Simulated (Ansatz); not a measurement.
## Work function of Os(0001): what the settings cost and change: slab, setting PBE, Ansatz PAW (420 eV)

Ansatz 0.2.0; plane-wave DFT, PBE, Ansatz PAW.

A work function rests on the faint tail of the density, so the SCF threshold is tight. PBE on the default files comes first; the next runs keep the geometry and change functional or files, each at the cutoff that its files recommend; a relaxation and, for heavy metals, spin-orbit coupling close the ladder.

File input.yaml:

```yaml
crystal:
  lattice:
    - [2.74, 0.0, 0.0]
    - [1.37, 2.3729096064, 0.0]
    - [0.0, 0.0, 30.97938]
  atoms:
    - { symbol: Os, position: [0.0, 0.0, 0.2905158205] }
    - { symbol: Os, position: [0.6666666667, 0.6666666667, 0.3603438803] }
    - { symbol: Os, position: [0.0, 0.0, 0.4301719402] }
    - { symbol: Os, position: [0.6666666667, 0.6666666667, 0.5] }
    - { symbol: Os, position: [0.0, 0.0, 0.5698280598] }
    - { symbol: Os, position: [0.6666666667, 0.6666666667, 0.6396561197] }
    - { symbol: Os, position: [0.0, 0.0, 0.7094841795] }
kpoints:
  mp_grid: { grid: [17, 17, 1] }
hamiltonian:
  xc: pbe
scf:
  occupations: { method: fermi_dirac, width: 0.1 }
  convergence: { dr2_threshold: 1.0e-09 }
efield:
  axis: 3
  dipole_correction: true
  ramp_position: 0.97
  ramp_width: 0.06
output:
  write_potential: true
  write_density: true
  volumetric_format: npy
  elf: true
```

The run is started by

```console
ansatz run input.yaml --threads 4 --pin off --max-ram 6144MiB --backend cpu --events-out ev --progress --plain --runs-dir out
```

**Question.** What does this run give for the work function, upper face; and electron's electrostatic potential energy less the Fermi level against z?

In the vacuum the potential turns flat, and its height over the Fermi level, 5.37 eV, is the work function of the face beside that plateau.

ELF in the ca plane at fractional y = 0.000, with atoms of Os within 0.2 Å of it. It is the smooth field of the valence electrons, not physical close to the nuclei.

Electrostatic potential energy in the ca plane at fractional y = 0.000, with atoms of Os within 0.2 Å of it. With pseudopotentials it is smooth inside the atoms' cores, unlike the true potential.

Numbers from this step:

```
work function, upper face : 5.368 eV
```

Running mean over 2.16323 Å of the planar mean; the ramp of the sawtooth is left out. Table of electron's electrostatic potential energy less the Fermi level by z:

z (Å), electron's electrostatic potential energy less the Fermi level (eV) and a bar from the least value:
```
        4        5.4 ##############################
        5        5.4 ##############################
        6        5.3 ##############################
        7        4.0 ############################
        8       -5.1 #############
        9      -12.3 #
       10      -12.8 
       11      -13.0 
       12      -13.1 
       13      -13.0 
       14      -13.0 
       15      -13.0 
       16      -13.0 
       17      -13.0 
       18      -13.0 
       19      -13.1 
       20      -13.0 
       21      -12.8 
       22      -12.2 #
       23       -4.8 #############
       24        4.1 ############################
       25        5.3 ##############################
       26        5.4 ##############################
       27        5.4 ##############################
```

Valence density in the ca plane at fractional y = 0.000, with atoms of Os within 0.2 Å of it.

Values in e/Å³, 5 rows by 16 columns, each cell a mean:
```
0.4 0.7 5.7 1.7 0.4 0.4 4.1 3.6 0.4 0.4 2.1 5.4 0.4 0.0 0.0 0.0
1.0 0.5 1.2 0.5 0.9 0.6 0.9 0.8 0.6 0.8 0.6 1.1 0.2 0.0 0.0 0.0
1.4 0.4 0.5 0.4 1.2 0.7 0.4 0.4 0.8 1.2 0.4 0.5 0.1 0.0 0.0 0.0
0.7 0.5 2.4 0.8 0.6 0.5 1.8 1.6 0.5 0.6 1.0 2.3 0.2 0.0 0.0 0.0
0.4 0.9 6.8 2.1 0.4 0.4 4.9 4.4 0.4 0.4 2.6 6.5 0.5 0.0 0.0 0.0
```
Columns run along c (16.0 Å, from fractional 0.35 to 0.87 of the cell), rows up along a (2.7 Å). Atoms in or near the plane, at fractional coordinates: Os at (0.43, 0.00), Os at (0.57, 0.00), Os at (0.71, 0.00).

Values, 5 rows by 16 columns, each cell a mean:
```
0.29 0.35 0.62 0.42 0.32 0.33 0.54 0.52 0.33 0.31 0.46 0.62 0.22 0.07 0.01 0.00
0.33 0.31 0.37 0.32 0.32 0.31 0.35 0.34 0.31 0.31 0.33 0.38 0.26 0.10 0.01 0.00
0.41 0.29 0.34 0.32 0.37 0.30 0.34 0.34 0.31 0.36 0.31 0.36 0.33 0.12 0.01 0.00
0.29 0.33 0.49 0.35 0.30 0.32 0.42 0.41 0.32 0.30 0.38 0.49 0.23 0.09 0.01 0.00
0.31 0.35 0.56 0.44 0.33 0.32 0.53 0.52 0.32 0.32 0.46 0.57 0.23 0.07 0.01 0.00
```
Columns run along c (16.0 Å, from fractional 0.35 to 0.87 of the cell), rows up along a (2.7 Å). Atoms in or near the plane, at fractional coordinates: Os at (0.43, 0.00), Os at (0.57, 0.00), Os at (0.71, 0.00).

Ten even steps from '0' (-49 eV) to '9' (15 eV), each cell a mean:
```
88887200158988986200158988986200158999999999
77888522368877887422478877887422479999999999
65688766788765788766788765788766789999999999
44578888898644589888898644689888999999999999
54688877888754688877888755688877899999999999
76788643578877788643578877788643589999999999
88887310258888887300268888886300268999999999
99986200048999986100048999985100158999999999
```
Columns run along c (16.0 Å, from fractional 0.35 to 0.87 of the cell; values clipped at the 3rd and 97th percentile), rows up along a (2.7 Å). Atoms in or near the plane, at fractional coordinates: Os at (0.43, 0.00), Os at (0.57, 0.00), Os at (0.71, 0.00).

[Logs are printed without paths, hosts, clocks, repeated set-up lines and the standing remarks that a program may print on its own settings, such as how far it seeks lower states.]

[Hosts, paths, dates, database ids (printed as entryN), source tags and the programs' standing remarks are cut or masked in the printed files.]

[Maps of the electrostatic potential energy from Ansatz leave out the sawtooth potential of an applied field or a dipole correction, so their vacuum need not be flat; planar profiles and work functions include it.]
